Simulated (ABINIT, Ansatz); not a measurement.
**A GW run on WS2 (Tungstenite) in ABINIT, with inputs changed**

A base run on WS2 (Tungstenite), then changed inputs.

Program: ABINIT 10.8.3. Level of theory: PBE and many-body steps on it, plane waves. Results are calculated unless marked as measured.

## Step 1: Starting point

The structure is hexagonal, space group P6_3/mmc (No. 194). Conventional cell: a = 3.153 Å, b = 3.153 Å, c = 12.323 Å, α = 90.00°, β = 90.00°, γ = 120.00°. Nearest to W lie 6 S at 2.40 Å. Nearest to S lie 3 W at 2.40 Å. Farther neighbours and most contacts between anions are not listed.

The cell and positions come from the Crystallography Open Database and are kept as given unless a step says otherwise. Spin-orbit coupling is left out unless a step names it.

## Step 2: Screening, 6×6×1 mesh, 303 bands, screening to 176.9 eV

This step: ABINIT 10.8.3; RPA screening on PBE, plane waves, norm-conserving pseudopotentials.

The RPA dielectric matrix is built and inverted for each q.

run.abi

```
acell 3*1.0 Angstrom
rprim 
  3.153199999992 0.000000000002 0.000000000000
  -1.576599999998 2.730751303206 0.000000000000
  0.000000000000 0.000000000000 12.323000000000
ntypat 2
znucl 74 16
natom 6
typat 1 1 2 2 2 2
xred 
  0.333333333333 0.666666666667 0.250000000000
  0.666666666667 0.333333333333 0.750000000000
  0.333333333333 0.666666666667 0.622500000000
  0.666666666667 0.333333333333 0.122500000000
  0.333333333333 0.666666666667 0.877500000000
  0.666666666667 0.333333333333 0.377500000000
pp_dirpath "pseudos"
pseudos "W.upf, S.upf"
ecut 31
ngkpt 6 6 1
nshiftk 1
shiftk 0 0 0
kptopt 1
chksymbreak 0
istwfk *1
occopt 1
irdwfk 1
optdriver 3
nband 303
ecuteps 6.5
inclvkb 2
awtr 1
symchi 1
indata_prefix "in"
outdata_prefix "out"
tmpdata_prefix "tmp"
```

On the command line:

```console
> OMP_NUM_THREADS=1 mpirun -n 4 abinit run.abi > log
```

Output:

```text
.Version 10.8.3 of ABINIT. v10.8.2 released Aug 2026.

 Symmetries : space group P6_3/m m c (#194); Bravais hP (primitive hexag.)
[... echo of the input left out ...]
== DATASET  1 ==================================================================
-   mpi_nproc: 4, omp_nthreads: 1 (-1 if OMP is not activated)

--- !DatasetInfo
iteration_state: {dtset: 1, }
dimensions: {natom: 6, nkpt: 7, mband: 303, nsppol: 1, nspinor: 1, nspden: 1, mpw: 5929, }
cutoff_energies: {ecut:  31.0, pawecutdg:  -1.0, }
electrons: {nelect:   5.20000000E+01, charge:   0.00000000E+00, occopt:   1.00000000E+00, tsmear:   1.00000000E-02, }

 SCREENING: Calculation of the susceptibility and dielectric matrices

 Based on a program developped by R.W. Godby, V. Olevano, G. Onida, and L. Reining.
 Incorporated in ABINIT by V. Olevano, G.-M. Rignanese, and M. Torrent.
.Using double precision arithmetic ; gwpc =  8

[... cell and pseudopotentials left out ...]
--------------------------------------------------------------------------------

 ==== K-mesh for the wavefunctions ====
 Number of points in the irreducible wedge :     7
[... list of points left out ...]
 Together with 24 symmetry operations and time-reversal symmetry
 yields    36 points in the full Brillouin Zone.

 ==== Q-mesh for the screening function ====
 Number of points in the irreducible wedge :     7
[... list of points left out ...]
 Together with 24 symmetry operations and time-reversal symmetry
 yields    36 points in the full Brillouin Zone.

 setmesh: FFT mesh size selected  =    20x   20x   90
          total number of points  =        36000

 vcoul_init : cutoff-mode = AUXILIARY_FUNCTION
 q-points for optical limit:   1
     1)      0.000010    0.000020    0.000030

- screening: taking advantage of time-reversal symmetry
- Maximum band index for partially occupied states nbvw = 26
- Remaining bands to be divided among processors   nbcw = 277
- Number of bands treated by each node ~69

 Number of electrons calculated from density =   52.0000; Expected =   52.0000
 average of density, n =  0.072620
 r_s =    1.4869
 omega_plasma =   25.9946 [eV]

 calculating chi0 at frequencies [eV] :
  1    0.000000E+00    0.000000E+00
  2    0.000000E+00    2.599465E+01

--------------------------------------------------------------------------------
  q-point number  1        q = ( 0.000000, 0.000000, 0.000000) [r.l.u.]
--------------------------------------------------------------------------------
[... chi0 elements left out ...]
 For q-point:  0.000010 0.000020 0.000030
  dielectric constant =  13.5116
  dielectric constant without local fields =  15.0823

  Average fulfillment of the sum rule on Im[epsilon] for q-point    1 :     91.01  [%]
[... wings left out ...]
  q-point number  2        q = ( 0.166667, 0.000000, 0.000000) [r.l.u.]
--------------------------------------------------------------------------------
[... chi0 elements left out ...]
  Average fulfillment of the sum rule on Im[epsilon] for q-point    2 :     92.49  [%]

 [... 5 further q-points ...]
```

Run time: 7.1 min. Hardware: 4 MPI ranks of Arm Neoverse V1, shared host; peak memory 2.3 GiB.

Numbers from this step:

```
ε∞ with local fields, on this mesh, along the program's q direction : 13.51
the same without local fields                                       : 15.08
plasma frequency                                                    : 25.99 eV
plane waves in the screening matrix                                 : 573
```

Local fields lower ε∞ by 10 %. On a Γ-centred mesh this coarse the value itself is usually too large, while a short band sum pulls it down.

## Step 3: Base

The self-energy is evaluated for the states that the input lists, and the levels follow from it, in one-shot runs by the linearised quasiparticle equation.

This step: G0W0 on PBE, plane waves, norm-conserving pseudopotentials.

run.abi, as its differences from that of step 2:

```diff
@@ -27,8 +27,19 @@
 irdwfk 1
-optdriver 3
+optdriver 4
 nband 303
+gwcalctyp 0
+ecutsigx 31
+symsigma 1
+nkptgw 3
+kptgw 
+  0.0000000000 0.0000000000 0.0000000000
+  0.1666666667 0.1666666667 0.0000000000
+  0.3333333333 0.3333333333 0.0000000000
+bdgw 
+  25 28
+  25 28
+  25 28
 ecuteps 6.5
-inclvkb 2
-awtr 1
-symchi 1
+irdscr 1
+ppmodel 1
 indata_prefix "in"
```

Output:

```text
.Version 10.8.3 of ABINIT. v10.8.2 released Aug 2026.

 Symmetries : space group P6_3/m m c (#194); Bravais hP (primitive hexag.)
[... echo of the input left out ...]
== DATASET  1 ==================================================================
-   mpi_nproc: 4, omp_nthreads: 1 (-1 if OMP is not activated)

--- !DatasetInfo
iteration_state: {dtset: 1, }
dimensions: {natom: 6, nkpt: 7, mband: 303, nsppol: 1, nspinor: 1, nspden: 1, mpw: 5929, }
cutoff_energies: {ecut:  31.0, pawecutdg:  -1.0, }
electrons: {nelect:   5.20000000E+01, charge:   0.00000000E+00, occopt:   1.00000000E+00, tsmear:   1.00000000E-02, }

 SIGMA: Calculation of the GW corrections

 Based on a program developped by R.W. Godby, V. Olevano, G. Onida, and L. Reining.
 Incorporated in ABINIT by V. Olevano, G.-M. Rignanese, and M. Torrent.
.Using double precision arithmetic ; gwpc =  8

[... cell and pseudopotentials left out ...]
--------------------------------------------------------------------------------

 ==== K-mesh for the wavefunctions ====
 Number of points in the irreducible wedge :     7
[... list of points left out ...]
 Together with 24 symmetry operations and time-reversal symmetry
 yields    36 points in the full Brillouin Zone.

 ==== Q-mesh for screening function ====
 Number of points in the irreducible wedge :     7
[... list of points left out ...]
 Together with 24 symmetry operations and time-reversal symmetry
 yields    36 points in the full Brillouin Zone.

 vcoul_init : cutoff-mode = AUXILIARY_FUNCTION
 q-points for optical limit:   1
     1)      0.000010    0.000020    0.000030
 setmesh: FFT mesh size selected  =    25x   25x  120
          total number of points  =        75000

 Number of electrons calculated from density =   52.0000; Expected =   52.0000
 average of density, n =  0.072620
 r_s =    1.4869
 omega_plasma =   25.9946 [eV]

 === KS Band Gaps ===
  >>>> For spin  1
   Minimum direct gap =   1.8369 [eV], located at k-point      :   0.3333  0.3333  0.0000
   Fundamental gap    =   0.9806 [eV], Top of valence bands at :   0.0000  0.0000  0.0000
                                       Bottom of conduction at :   0.1667  0.1667  0.0000
 SIGMA fundamental parameters:
 PLASMON POLE MODEL  1
 number of plane-waves for SigmaX                 5885
 number of plane-waves for SigmaC and W            573
 number of plane-waves for wavefunctions          5885
 number of bands                                   303
 number of independent spin polarizations            1
 number of spinorial components                      1
 number of k-points in IBZ                           7
 number of q-points in IBZ                           7
 number of symmetry operations                      24
 number of k-points in BZ                           36
 number of q-points in BZ                           36
 number of frequencies for dSigma/dE                 9
 frequency step for dSigma/dE [eV]                0.25
 number of omega for Sigma on real axis              0
 max omega for Sigma on real axis  [eV]           0.00
 zcut for avoiding poles [eV]                     0.10

 EPSILON^-1 parameters (SCR file):
 dimension of the eps^-1 matrix on file            573
 dimension of the eps^-1 matrix used               573
 number of plane-waves for wavefunctions          5885
 number of bands                                   303
 number of q-points in IBZ                           7
 number of frequencies                               2
 number of real frequencies                          1
 number of imag frequencies                          1

 matrix elements of self-energy operator (all in [eV])

 Perturbative Calculation

--- !SelfEnergy_ee
iteration_state: {dtset: 1, }
kpoint     : [   0.000,    0.000,    0.000, ]
spin       : 1
KS_gap     :    2.311
QP_gap     :    2.761
Delta_QP_KS:    0.450
data: !SigmaeeData |
     Band     E0 <VxcDFT>   SigX SigC(E0)      Z dSigC/dE  Sig(E)    E-E0       E
       25   8.288 -14.458 -15.573   0.949   0.787  -0.271 -14.589  -0.131   8.157
       26   9.509 -15.590 -16.105   0.435   0.784  -0.276 -15.652  -0.063   9.446
       27  11.820 -15.225 -10.553  -4.180   0.787  -0.271 -14.838   0.387  12.207
       28  11.820 -15.225 -10.553  -4.180   0.787  -0.271 -14.838   0.387  12.207

--- !SelfEnergy_ee
iteration_state: {dtset: 1, }
kpoint     : [   0.167,    0.167,    0.000, ]
spin       : 1
KS_gap     :    2.486
QP_gap     :    2.854
Delta_QP_KS:    0.368
data: !SigmaeeData |
     Band     E0 <VxcDFT>   SigX SigC(E0)      Z dSigC/dE  Sig(E)    E-E0       E
       25   7.976 -15.191 -16.569   1.225   0.783  -0.278 -15.311  -0.120   7.856
       26   8.004 -15.258 -16.559   1.189   0.783  -0.278 -15.346  -0.088   7.916
[...]
--- !SelfEnergy_ee
iteration_state: {dtset: 1, }
kpoint     : [   0.333,    0.333,    0.000, ]
spin       : 1
KS_gap     :    1.837
QP_gap     :    2.395
Delta_QP_KS:    0.558
data: !SigmaeeData |
     Band     E0 <VxcDFT>   SigX SigC(E0)      Z dSigC/dE  Sig(E)    E-E0       E
[...]
26   8.977 -15.421 -15.957   0.483   0.787  -0.271 -15.463  -0.042   8.935
       27  10.814 -16.363 -11.961  -3.747   0.787  -0.271 -15.847   0.516  11.330
       28  10.814 -16.363 -11.961  -3.747   0.787  -0.271 -15.847   0.516  11.330

== END DATASET(S) ==============================================================
================================================================================

 -outvars: echo values of variables after computation  --------
           etotal      0.0000000000E+00
            nband         303
             nkpt           7
          spgroup         194
 [... the other variables as echoed above ...]

 Calculation completed.
```

Wall time 3 min (4 MPI ranks); peak memory 2.3 GiB.

Numbers from this step:

- G0W0 gap on the points computed: 1.324 eV
- starting gap on the mesh: 0.9807 eV
- k of the valence top: 0, 0, 0
- k of the conduction bottom: 0.1667, 0.1667, 0
- Z at the valence top: 0.784
- Z at the conduction bottom: 0.793
- least direct G0W0 gap on the computed points: 2.395 eV

The gap on the mesh goes from 0.98 eV to 1.32 eV, a correction of +0.34 eV.

## Step 4: Point off the mesh

run.abi, as its differences from that of step 3:

```diff
@@ -32,11 +32,7 @@
 symsigma 1
-nkptgw 3
+nkptgw 1
 kptgw 
-  0.0000000000 0.0000000000 0.0000000000
-  0.1666666667 0.1666666667 0.0000000000
-  0.3333333333 0.3333333333 0.0000000000
+  0.137 0.291 0
 bdgw 
-  25 28
-  25 28
-  25 28
+  26 27
 ecuteps 6.5
```

Output:

```text
.Version 10.8.3 of ABINIT. v10.8.2 released Aug 2026.

 Symmetries : space group P6_3/m m c (#194); Bravais hP (primitive hexag.)
================================================================================
 Values of the parameters that define the memory need of the present run
     intxc =       0    ionmov =       0      iscf =       7    lmnmax =       8
     lnmax =       8     mgfft =     120  mpssoang =       4    mqgrid =    5837
     natom =       6  nloc_mem =       1    nspden =       1   nspinor =       1
    nsppol =       1      nsym =      24    n1xccc =    2501    ntypat =       2
    occopt =       1   xclevel =       2
-    mband =         303        mffmem =           1         mkmem =           2
       mpw =        5929          nfft =      108000          nkpt =           7
================================================================================
  Rough estimation (10% accuracy) of disk space for files :
================================================================================

--------------------------------------------------------------------------------
------------- Echo of variables that govern the present computation ------------
--------------------------------------------------------------------------------
 -outvars: echo values of preprocessed input variables --------
            acell      1.8897261259E+00  1.8897261259E+00  1.8897261259E+00 Bohr

             bdgw          26      27
      chksymbreak           0
             ecut      3.10000000E+01 Hartree
          ecuteps      6.50000000E+00 Hartree
         ecutsigx      3.10000000E+01 Hartree
          ecutwfn      3.10000000E+01 Hartree
-          fftalg         312
           irdscr           1
           irdwfk           1

              ixc     -101130
[...]
12 -101130 3 -1 1396                          pspcod,pspxc,lmax,lloc,mmax
     nproj     2     2     2     2
  pspatm : epsatm=   11.70739509
         --- l  ekb(1:nproj) -->
[...]
pspatm: atomic psp has been read  and splines computed

- S Generated using ONCVPSP code by D. R. Hamann
- 16.00000   6.00000  171031                  znucl, zion, pspdat
12 -101130 2 -1 1146                          pspcod,pspxc,lmax,lloc,mmax
     nproj     2     2     2     0
  pspatm : epsatm=    9.01821529
         --- l  ekb(1:nproj) -->
[...]
1    3.227080    0.887329
             2   -3.547662   -0.986524
 pspatm: atomic psp has been read  and splines computed

   3.09335787E+03                                ecore*ucvol(ha*bohr**3)
--------------------------------------------------------------------------------

 ==== K-mesh for the wavefunctions ====
 Number of points in the irreducible wedge :     7
 Reduced coordinates and weights :

     1)     0.00000000E+00  0.00000000E+00  0.00000000E+00       0.02778
     2)     1.66666667E-01  0.00000000E+00  0.00000000E+00       0.16667
     3)     3.33333333E-01  0.00000000E+00  0.00000000E+00       0.16667
     4)     5.00000000E-01  0.00000000E+00  0.00000000E+00       0.08333
     5)     1.66666667E-01  1.66666667E-01  0.00000000E+00       0.16667
     6)     3.33333333E-01  1.66666667E-01  0.00000000E+00       0.33333
     7)     3.33333333E-01  3.33333333E-01  0.00000000E+00       0.05556

 Together with 24 symmetry operations and time-reversal symmetry
 yields    36 points in the full Brillouin Zone.

--- !ERROR
message: |
    k-point [ 1.3700E-01,  2.9100E-01,  0.0000E+00]  not in the list of k points treated in the preparatory SCF run.
     Change kptgw, or shiftk of previous run.

--- !ERROR
message: |
    k-point [ 1.3700E-01,  2.9100E-01,  0.0000E+00]  not in the list of k points treated in the preparatory SCF run.
     Change kptgw, or shiftk of previous run.

--- from the log ---
k-point [ 1.3700E-01,  2.9100E-01,  0.0000E+00]  not in the list of k points treated in the preparatory SCF run.
     Change kptgw, or shiftk of previous run.
```

The job ended after 3.1 s (4 MPI ranks; peak memory 0.2 GiB).

The run stopped with an error after 3.1 s.

The program's words: k-point [ 1.3700E-01,  2.9100E-01,  0.0000E+00]  not in the list of k points treated in the preparatory SCF run. Change kptgw, or shiftk of previous run.

The fault put into this input: point off the mesh.

## Step 5: The runs together

Times are wall times on 4 MPI ranks of Arm Neoverse V1, shared host, good to a factor of about two. A run's time includes the screening step that it read.

| run | mesh | bands | screening cutoff (eV) | DFT gap (eV) | gap on the mesh (eV) | direct (eV) | ε∞ used | time |
| --- | --- | --- | --- | --- | --- | --- | --- | --- |
| base | 6×6×1 | 303 | 176.9 | 0.981 | 1.324 | 2.395 | 13.51 | 10 min |

## Step 6: What came out

| Quantity | Value |
| --- | --- |
| base | 1.324 eV |
| known limits | not at the basis limit; no spin-orbit coupling; coarse k mesh |

**Reading.** Bands and cutoff are finite, so the gap is not at the basis limit. The miss can reach some tenths of an eV and take either sign; the mesh is an error of its own. In the G0W0 run levels were corrected at 3 k points alone, so a gap called «on the mesh» is the least over those, and an edge elsewhere would be missed. The 6×6×1 mesh is coarse for this cell, which bears on the long-range parts of exchange and screening. The many-body steps are scalar-relativistic: spin-orbit coupling is not in them.

[Paths, hosts, dates, memory and timing lines, banners, echoed tables and standing remarks are left out of the program output.]

[Logs are printed without paths, hosts, clocks, repeated set-up lines and the standing remarks that a program may print on its own settings, such as how far it seeks lower states.]

[Runs of the session that timed out or met a known fault of the program may be left out.]

[Hosts, paths, dates, database ids (printed as entryN), source tags and the programs' standing remarks are cut or masked in the printed files.]

[G0W0 gaps are taken among the corrected bands and points alone; a level outside them can change the order at an edge.]

[Where Ansatz stands beside ABINIT at settings called matched, ABINIT's density can come from a denser mesh and the files from another edition; pairs whose starting gaps differed by over 0.03 eV were left out, so agreement reads better than it is.]
